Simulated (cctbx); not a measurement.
## PrBe: precision against data quality

Space group Pnma (no. 62), a = 7.5790 Å, b = 4.2910 Å, c = 5.6640 Å, α = 90.00°, β = 90.00°, γ = 90.00°.

```
atom  mult.       x    y       z  Ueq (Å²)
 Pr1      4  0.8231  3/4  0.8644    0.0075
 Be1      4  0.9578  3/4  0.3755    0.0186
```

The model is made up (kin elements in a known structure type, no relaxation), so it says nothing on whether the phase exists.

Five simulated data sets (cctbx; Ag Kα, λ = 0.56087 Å; 1.5 % proportional error) differ in resolution or exposure (noise floor 15 counts in the first three, 8 in the last two). Each is refined with the right model, isotropic at 1.1 Å and anisotropic otherwise. How do the figures of merit and the uncertainties move?

| d min (Å) | top counts | ⟨I/σ⟩ (unmerged, absences included) | unique | param. (scale apart) | Rint | R1 | GooF | largest s.u. xyz (fractional) | s.u. U of Be1 (Å²) | largest error (Å) |
| --- | --- | --- | --- | --- | --- | --- | --- | --- | --- | --- |
| 1.1 | 20000 | 29.6 | 85 | 6 | 0.015 | 0.0145 | 2.92 | 0.00325 | 0.0043 | 0.0060 |
| 0.84 | 20000 | 26.3 | 186 | 12 | 0.017 | 0.0057 | 0.98 | 0.00072 | 0.0019 | 0.0042 |
| 0.6 | 20000 | 20.4 | 494 | 12 | 0.022 | 0.0072 | 0.86 | 0.00048 | 0.0009 | 0.0028 |
| 0.75 | 300 | 2.5 | 260 | 12 | 0.205 | 0.0533 | 0.99 | 0.00719 | 0.0116 | 0.0213 |
| 0.75 | 3000 | 11.0 | 260 | 12 | 0.041 | 0.0146 | 0.99 | 0.00160 | 0.0031 | 0.0081 |

GooF reaches 2.92 where the model lacks something that the data hold (anisotropy at the isotropic level, for one). The s.u. of U for Be1 goes 0.0043, 0.0019, 0.0009 Å² with resolution and 0.0116, 0.0031 Å² with exposure.

The 1.1 Å row also differs in its displacement model, so it isn't a clean test of resolution.

Hardware for the 0.6 Å refinement: 0.59 s on 1 thread of Arm Neoverse N1 (shared host), peak memory 0.09 GiB.

[Logs are printed without paths, hosts, clocks, repeated set-up lines and the standing remarks that a program may print on its own settings, such as how far it seeks lower states.]
